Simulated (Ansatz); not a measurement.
# KF (Carobbiite, Fm-3m): a volume series of phonon spectra, part 3 of 4

Aim: how the vibrations of KF (Carobbiite) shift with volume, and the expansion that follows.

Experimental results on record:
- volume expansion coefficient 104.4 1e-6/K and heat capacity C_P per formula unit 49 J/mol/K near room temperature (given in “High-Throughput Prediction of Finite-Temperature Properties using the Quasi-Harmonic Approximation”, 2016, arXiv:1603.06924)
- volume expansion coefficient 95.1 1e-6/K near room temperature (given in “Descriptors for thermal expansion in solids”, 2017, arXiv:1701.03966)

Ansatz 0.2.0; DFT PBE, scalar-relativistic, plane waves, PAW.

So far, highest frequency (cm⁻¹): step 5 (lattice dynamics at this volume, V/V0 1) 301.

### Step 8. A cell at another volume, V/V0 0.985

Symmetry fixes every atom, so a single point at the scaled cell gives the energy and pressure of this member.

The cell differs from the one that the last finished run ended in (a 3.852 → 3.814 Å, b 3.852 → 3.814 Å, c 3.852 → 3.814 Å).

input.yaml

```yaml
crystal:
  lattice:
    - [0.0, 2.6967576108, 2.6967576108]
    - [2.6967576108, 0.0, 2.6967576108]
    - [2.6967576108, 2.6967576108, 0.0]
  atoms:
    - { symbol: K, position: [0.0, 0.0, 0.0] }
    - { symbol: F, position: [0.5, 0.5, 0.5] }
kpoints:
  mp_grid: { grid: [8, 8, 8] }
hamiltonian:
  xc: pbe
scf:
  occupations: { method: fixed }
output:
  forces: true
  stress: true
  eigenvalues: true
```

Command:

```bash
> ansatz run input.yaml --threads 2 --pin off --max-ram 5120MiB --backend cpu --events-out ev --progress --plain --runs-dir out
```

Numbers of over 12 decimals in the logs are rounded to 6 here.

Output:

```text
[...]
Crystal: 2 atoms, lattice volume = 39.224 Å³
Basis set: ecut = 420 eV, 749 PW (Γ), exchange–correlation on 54×54×54 points (8 copies of the dense FFT grid, shifted against one another)
Bands: 12, of which v1, the nominal top of the filled ones, is band 8 counted from 1 (7 counted from 0)
Symmetry: 48 space group operations
[...]
k-points: 29 of 512
[...]
--- Band table (eV; the first three rows and the last of 29) ---
  k-point 0: bands = [... 4 lower, -8.1999, 1.2717, 1.2717, 1.2717, 7.3094, 11.8682, 11.8682, 11.8682]
  k-point 1: bands = [... 4 lower, -8.2051, 1.1372, 1.2223, 1.2223, 7.7313, 11.6244, 12.0679, 12.0679]
  k-point 2: bands = [... 4 lower, -8.2176, 0.8526, 1.1056, 1.1056, 8.7899, 11.2764, 12.5584, 12.5584]
  k-point 28: bands = [... 4 lower, -8.2835, 0.8888, 1.1018, 1.1018, 10.9129, 10.9129, 12.3073, 14.4115]
[key lines of the parts left out:]
SCF converged after 7 iterations
Free energy (F): -2348.802036 eV
Fermi energy:    1.271708 eV
P = ⅓ Tr σ = 0.4539 GPa (4.539 kbar)
```

Elapsed: 0.52 s, on 2 threads of Arm Neoverse V2, shared host; peak memory 0.27 GiB; 0.93 s of CPU time.

The run ends at a pressure of 0.45 GPa.

### Step 9. Phonons, V/V0 0.985

Phonons at this volume give one point of F(V, T); meshes stay fixed along the series.

input.yaml, the sections that differ from step 8:

```yaml
output:
  eigenvalues: true
phonons:
  method: dfpt
  dielectric: true
  rigid_motions: translations
  qmesh: [4, 4, 4]
  temperatures: { t_max: 1000, t_step: 50 }
  qpath:
    path:
      - [[0.0, 0.0, 0.0], [0.5, 0.0, 0.5], [0.625, 0.25, 0.625]]
      - [[0.375, 0.375, 0.75], [0.0, 0.0, 0.0], [0.5, 0.5, 0.5], [0.5, 0.25, 0.75], [0.5, 0.0, 0.5]]
    npoints: 10
# crystal, kpoints, hamiltonian, scf: as in step 8
```

Output:

```text
[...]
Crystal: 2 atoms, lattice volume = 39.224 Å³
Basis set: ecut = 420 eV, 749 PW (Γ), exchange–correlation on 54×54×54 points (8 copies of the dense FFT grid, shifted against one another)
Bands: 12, of which v1, the nominal top of the filled ones, is band 8 counted from 1 (7 counted from 0)
Symmetry: 48 space group operations
k-points: 59 of 512 (irreducible under 8 space group operations, time reversal used)
[...]
optical modes at Γ + LO–TO along q̂ = [0.0000, 1.0000, 0.0000]:
      ω (cm⁻¹)  modes    IR ((D/Å)²/amu)
        171.28      2             4.6456
        305.82      1             2.3228
  optical modes at Γ + LO–TO along q̂ = [0.0000, 0.0000, 1.0000]:
      ω (cm⁻¹)  modes    IR ((D/Å)²/amu)
        171.28      2             4.6456
        305.82      1             2.3228
--- Phonons (arbitrary-q DFPT): 8 irreducible q on the 4×4×4 mesh ---
[...]
interpolated dispersion: 63 rows × 6 modes
[...]
[key lines of the parts left out:]
SCF converged after 9 iterations
Free energy (F): -2348.802036 eV
Fermi energy:    1.272049 eV
```

Wall time 87 s (2 threads); peak memory 0.8 GiB.

No mode is imaginary beyond numerical noise at the solved wavevectors. The highest zone-centre mode (no LO–TO term) moved by +4.1 % for a volume change of -1.5 %.

### Step 10. A cell at another volume, V/V0 1.03

Symmetry fixes every atom, so a single point at the scaled cell gives the energy and pressure of this member.

The cell differs from the one that the last finished run ended in (a 3.814 → 3.871 Å, b 3.814 → 3.871 Å, c 3.814 → 3.871 Å).

input.yaml, the sections that differ from step 9:

```yaml
crystal:
  lattice:
    - [0.0, 2.7372149991, 2.7372149991]
    - [2.7372149991, 0.0, 2.7372149991]
    - [2.7372149991, 2.7372149991, 0.0]
  atoms:
    - { symbol: K, position: [0.0, 0.0, 0.0] }
    - { symbol: F, position: [0.5, 0.5, 0.5] }
output:
  forces: true
  stress: true
  eigenvalues: true
# kpoints, hamiltonian, scf: as in step 9
# phonons: removed
```

Output:

```text
[...]
Crystal: 2 atoms, lattice volume = 41.016 Å³
Basis set: ecut = 420 eV, 821 PW (Γ), exchange–correlation on 54×54×54 points (8 copies of the dense FFT grid, shifted against one another)
Bands: 12, of which v1, the nominal top of the filled ones, is band 8 counted from 1 (7 counted from 0)
Symmetry: 48 space group operations
[...]
k-points: 29 of 512
[...]
--- Band table (eV; the first three rows and the last of 29) ---
  k-point 0: bands = [... 4 lower, -8.6481, 0.9821, 0.9821, 0.9821, 6.7983, 11.4487, 11.4487, 11.4487]
  k-point 1: bands = [... 4 lower, -8.6529, 0.8563, 0.9378, 0.9378, 7.2041, 11.2066, 11.6391, 11.6391]
  k-point 2: bands = [... 4 lower, -8.6644, 0.5890, 0.8333, 0.8333, 8.2316, 10.8445, 12.1040, 12.1040]
  k-point 28: bands = [... 4 lower, -8.7254, 0.6294, 0.8037, 0.8037, 10.4668, 10.4668, 11.7721, 13.7980]
[key lines of the parts left out:]
SCF converged after 7 iterations
Free energy (F): -2348.799964 eV
Fermi energy:    0.982145 eV
P = ⅓ Tr σ = -0.7963 GPa (-7.963 kbar)
```

Wall time 0.51 s (2 threads); peak memory 0.27 GiB; 0.91 s of CPU time.

The run ends at a pressure of -0.80 GPa.

### Step 11. Phonons, V/V0 1.03

The same q-mesh and k-mesh are kept at every volume, so that much of their error can cancel in the differences.

input.yaml, the sections that differ from step 10:

```yaml
output:
  eigenvalues: true
phonons:
  method: dfpt
  dielectric: true
  rigid_motions: translations
  qmesh: [4, 4, 4]
  temperatures: { t_max: 1000, t_step: 50 }
  qpath:
    path:
      - [[0.0, 0.0, 0.0], [0.5, 0.0, 0.5], [0.625, 0.25, 0.625]]
      - [[0.375, 0.375, 0.75], [0.0, 0.0, 0.0], [0.5, 0.5, 0.5], [0.5, 0.25, 0.75], [0.5, 0.0, 0.5]]
    npoints: 10
# crystal, kpoints, hamiltonian, scf: as in step 10
```

Output:

```text
[...]
Crystal: 2 atoms, lattice volume = 41.016 Å³
Basis set: ecut = 420 eV, 821 PW (Γ), exchange–correlation on 54×54×54 points (8 copies of the dense FFT grid, shifted against one another)
Bands: 12, of which v1, the nominal top of the filled ones, is band 8 counted from 1 (7 counted from 0)
Symmetry: 48 space group operations
k-points: 59 of 512 (irreducible under 8 space group operations, time reversal used)
[...]
optical modes at Γ + LO–TO along q̂ = [0.0000, 1.0000, 0.0000]:
      ω (cm⁻¹)  modes    IR ((D/Å)²/amu)
        151.51      2             4.6105
        291.14      1             2.3053
  optical modes at Γ + LO–TO along q̂ = [0.0000, 0.0000, 1.0000]:
      ω (cm⁻¹)  modes    IR ((D/Å)²/amu)
        151.51      2             4.6105
        291.14      1             2.3053
--- Phonons (arbitrary-q DFPT): 8 irreducible q on the 4×4×4 mesh ---
[...]
interpolated dispersion: 63 rows × 6 modes
[...]
[key lines of the parts left out:]
SCF converged after 9 iterations
Free energy (F): -2348.799964 eV
Fermi energy:    0.982422 eV
```

Elapsed: 92 s, on 2 threads; peak memory 0.82 GiB.

LO-TO term included. Phonon branches along the path, in cm⁻¹:

| point | branch 1 | branch 2 | branch 3 | branch 4 | branch 5 | branch 6 |
| --- | --- | --- | --- | --- | --- | --- |
| Γ | 0 | 0 | 0 | 152 | 152 | 291 |
| halfway | 66 | 66 | 119 | 155 | 155 | 246 |
| X | 92 | 92 | 154 | 158 | 158 | 187 |
| halfway | 94 | 106 | 152 | 157 | 166 | 184 |
| U | 98 | 134 | 145 | 152 | 176 | 182 |
| jump to K | 98 | 134 | 145 | 152 | 176 | 182 |
| halfway | 80 | 81 | 122 | 144 | 158 | 258 |
| Γ | 0 | 0 | 0 | 152 | 152 | 291 |
| halfway | 65 | 65 | 110 | 149 | 149 | 274 |
| L | 96 | 96 | 144 | 144 | 181 | 238 |
| halfway | 102 | 116 | 149 | 157 | 163 | 213 |
| W | 120 | 134 | 134 | 169 | 169 | 171 |
| halfway | 107 | 107 | 150 | 161 | 165 | 180 |
| X | 92 | 92 | 154 | 158 | 158 | 187 |

The phonon branches as a text plot (rows in cm⁻¹):

```
    285 |***                      **********
    273 |   *                    *          *
    261 |    **                 *            **
    249 |      *               *               *
    237 |                                       ****
    224 |       *            **                     **
    212 |        *          *                         *
    200 |         **       *                           **
    188 |           ****  *                                   ***
    176 |               ****                    *****    *****
    164 |           ****    *****              *     ************
    152 |**********************  ***************   ******    ****
    139 |       **        ** *****              ****     ****
    127 |                *  *   *            *          ** *
    115 |      *        *    **             *        *** *****
    103 |    **        * ****    *                *******     *
     91 |         *******    ***           *   *****           **
     79 |   *   **              * **         **
     67 |      *                 *        * *
     55 |  * **                   ***      *
     42 |   *                            **
     30 | **                        **   *
     18 | *                          *  *
      6 |*                            **
         Γ           X  U|K            Γ         L        W     X
```

No mode is imaginary beyond numerical noise at the solved wavevectors. The highest zone-centre mode (no LO–TO term) moved by -7.9 % for a volume change of +3.0 %.

### Step 12. Single point at a scaled cell, V/V0 0.97

Symmetry fixes every atom, so a single point at the scaled cell gives the energy and pressure of this member.

The cell differs from the one that the last finished run ended in (a 3.871 → 3.794 Å, b 3.871 → 3.794 Å, c 3.871 → 3.794 Å).

input.yaml, the sections that differ from step 11:

```yaml
crystal:
  lattice:
    - [0.0, 2.682998404, 2.682998404]
    - [2.682998404, 0.0, 2.682998404]
    - [2.682998404, 2.682998404, 0.0]
  atoms:
    - { symbol: K, position: [0.0, 0.0, 0.0] }
    - { symbol: F, position: [0.5, 0.5, 0.5] }
output:
  forces: true
  stress: true
  eigenvalues: true
  write_density: true
  write_potential: true
  elf: true
  volumetric_format: npy
# kpoints, hamiltonian, scf: as in step 11
# phonons: removed
```

Output:

```text
[...]
Crystal: 2 atoms, lattice volume = 38.627 Å³
Basis set: ecut = 420 eV, 749 PW (Γ), exchange–correlation on 54×54×54 points (8 copies of the dense FFT grid, shifted against one another)
Bands: 12, of which v1, the nominal top of the filled ones, is band 8 counted from 1 (7 counted from 0)
Symmetry: 48 space group operations
[...]
k-points: 29 of 512
[...]
--- Band table (eV; the first three rows and the last of 29) ---
  k-point 0: bands = [... 4 lower, -8.0422, 1.3750, 1.3750, 1.3750, 7.4918, 12.0156, 12.0156, 12.0156]
  k-point 1: bands = [... 4 lower, -8.0476, 1.2381, 1.3241, 1.3241, 7.9194, 11.7712, 12.2185, 12.2185]
  k-point 2: bands = [... 4 lower, -8.0603, 0.9472, 1.2031, 1.2031, 8.9885, 11.4286, 12.7181, 12.7181]
  k-point 28: bands = [... 4 lower, -8.1279, 0.9810, 1.2090, 1.2090, 11.0696, 11.0696, 12.4962, 14.6252]
[key lines of the parts left out:]
SCF converged after 7 iterations
Free energy (F): -2348.799546 eV
Fermi energy:    1.375032 eV
P = ⅓ Tr σ = 0.9501 GPa (9.501 kbar)
```

Elapsed: 0.67 s, on 2 threads; peak memory 0.27 GiB; 1.2 s of CPU time.

The run ends at a pressure of 0.95 GPa.

### Step 13. Phonons, V/V0 0.97

The same q-mesh and k-mesh are kept at every volume, so that much of their error can cancel in the differences.

input.yaml, the sections that differ from step 12:

```yaml
output:
  eigenvalues: true
phonons:
  method: dfpt
  dielectric: true
  rigid_motions: translations
  qmesh: [4, 4, 4]
  temperatures: { t_max: 1000, t_step: 50 }
  qpath:
    path:
      - [[0.0, 0.0, 0.0], [0.5, 0.0, 0.5], [0.625, 0.25, 0.625]]
      - [[0.375, 0.375, 0.75], [0.0, 0.0, 0.0], [0.5, 0.5, 0.5], [0.5, 0.25, 0.75], [0.5, 0.0, 0.5]]
    npoints: 10
# crystal, kpoints, hamiltonian, scf: as in step 12
```

Output:

```text
[...]
Crystal: 2 atoms, lattice volume = 38.627 Å³
Basis set: ecut = 420 eV, 749 PW (Γ), exchange–correlation on 54×54×54 points (8 copies of the dense FFT grid, shifted against one another)
Bands: 12, of which v1, the nominal top of the filled ones, is band 8 counted from 1 (7 counted from 0)
Symmetry: 48 space group operations
k-points: 59 of 512 (irreducible under 8 space group operations, time reversal used)
[...]
optical modes at Γ + LO–TO along q̂ = [0.0000, 1.0000, 0.0000]:
      ω (cm⁻¹)  modes    IR ((D/Å)²/amu)
        178.15      2             4.6591
        311.10      1             2.3295
  optical modes at Γ + LO–TO along q̂ = [0.0000, 0.0000, 1.0000]:
      ω (cm⁻¹)  modes    IR ((D/Å)²/amu)
        178.15      2             4.6591
        311.10      1             2.3295
--- Phonons (arbitrary-q DFPT): 8 irreducible q on the 4×4×4 mesh ---
[...]
interpolated dispersion: 63 rows × 6 modes
[...]
[key lines of the parts left out:]
SCF converged after 10 iterations
Free energy (F): -2348.799546 eV
Fermi energy:    1.375381 eV
```

The job ended after 86 s (2 threads; peak memory 0.79 GiB).

LO-TO term included. Phonon branches along the path, in cm⁻¹:

| point | branch 1 | branch 2 | branch 3 | branch 4 | branch 5 | branch 6 |
| --- | --- | --- | --- | --- | --- | --- |
| Γ | 0 | 0 | 0 | 178 | 178 | 311 |
| halfway | 64 | 64 | 140 | 183 | 183 | 259 |
| X | 89 | 89 | 167 | 187 | 187 | 203 |
| halfway | 93 | 107 | 163 | 184 | 192 | 202 |
| U | 103 | 142 | 151 | 178 | 198 | 204 |
| jump to K | 103 | 142 | 151 | 178 | 198 | 204 |
| halfway | 80 | 95 | 135 | 166 | 186 | 274 |
| Γ | 0 | 0 | 0 | 178 | 178 | 311 |
| halfway | 74 | 74 | 118 | 174 | 174 | 292 |
| L | 111 | 111 | 165 | 165 | 194 | 254 |
| halfway | 113 | 125 | 168 | 173 | 186 | 230 |
| W | 134 | 135 | 135 | 190 | 194 | 194 |
| halfway | 105 | 113 | 159 | 189 | 189 | 200 |
| X | 89 | 89 | 167 | 187 | 187 | 203 |

The phonon branches as a text plot (rows in cm⁻¹):

```
    305 |***                        ********
    292 |   *                    ***        *
    279 |    **                 *            **
    266 |                                      *
    253 |      *               *                ****
    240 |       *            **                     **
    227 |        *          *                         **
    214 |         **       *                            *
    201 |           ********                             * ******
    188 |    ************   ********            *****************
    175 |****     ***    ****    ***************    *****
    162 |       **   ****  ******             ******* ***     ***
    149 |                **    *                            **
    136 |      *         ***    *            *          ****
    123 |    **         *   *               *       ****** ***
    110 |              *   ***** *             *********     **
     97 |   *         *****    **          *  *               **
     84 |        ******         ****         *                  *
     71 |       *                         * *
     58 |  * ***                 ****      *
     45 |   *                     ***    **
     32 | **                        **   *
     19 | *                          *  *
      6 |*                            **
         Γ           X  U|K            Γ         L        W     X
```

No mode is imaginary beyond numerical noise at the solved wavevectors. The highest zone-centre mode (no LO–TO term) moved by +8.3 % for a volume change of -3.0 %.

### Step 14. A cell at another volume, V/V0 1.05

Symmetry fixes every atom, so a single point at the scaled cell gives the energy and pressure of this member.

The cell differs from the one that the last finished run ended in (a 3.794 → 3.896 Å, b 3.794 → 3.896 Å, c 3.794 → 3.896 Å).

input.yaml, the sections that differ from step 13:

```yaml
crystal:
  lattice:
    - [0.0, 2.7548181517, 2.7548181517]
    - [2.7548181517, 0.0, 2.7548181517]
    - [2.7548181517, 2.7548181517, 0.0]
  atoms:
    - { symbol: K, position: [0.0, 0.0, 0.0] }
    - { symbol: F, position: [0.5, 0.5, 0.5] }
output:
  forces: true
  stress: true
  eigenvalues: true
  write_density: true
  write_potential: true
  elf: true
  volumetric_format: npy
# kpoints, hamiltonian, scf: as in step 13
# phonons: removed
```

Output:

```text
[...]
Crystal: 2 atoms, lattice volume = 41.813 Å³
Basis set: ecut = 420 eV, 869 PW (Γ), exchange–correlation on 54×54×54 points (8 copies of the dense FFT grid, shifted against one another)
Bands: 12, of which v1, the nominal top of the filled ones, is band 8 counted from 1 (7 counted from 0)
Symmetry: 48 space group operations
[...]
k-points: 29 of 512
[...]
--- Band table (eV; the first three rows and the last of 29) ---
  k-point 0: bands = [... 4 lower, -8.8362, 0.8624, 0.8624, 0.8624, 6.5871, 11.2723, 11.2723, 11.2723]
  k-point 1: bands = [... 4 lower, -8.8409, 0.7407, 0.8207, 0.8207, 6.9862, 11.0310, 11.4588, 11.4588]
  k-point 2: bands = [... 4 lower, -8.8520, 0.4805, 0.7209, 0.7209, 8.0001, 10.6634, 11.9131, 11.9131]
  k-point 28: bands = [... 4 lower, -8.9108, 0.5229, 0.6821, 0.6821, 10.2795, 10.2795, 11.5482, 13.5379]
[key lines of the parts left out:]
SCF converged after 7 iterations
Free energy (F): -2348.794767 eV
Fermi energy:    0.862419 eV
P = ⅓ Tr σ = -1.2563 GPa (-12.563 kbar)
```

Elapsed: 0.67 s, on 2 threads; peak memory 0.27 GiB; 1.2 s of CPU time.

The run ends at a pressure of -1.26 GPa.

(Continued in part 4 of 4.)

[Logs are printed without paths, hosts, clocks, repeated set-up lines and the standing remarks that a program may print on its own settings, such as how far it seeks lower states.]

[Hosts, paths, dates, database ids (printed as entryN), source tags and the programs' standing remarks are cut or masked in the printed files.]

[A step with changed settings may run another functional than the one named; its input shows which.]

[Of the runs on displaced cells, only some may be shown.]
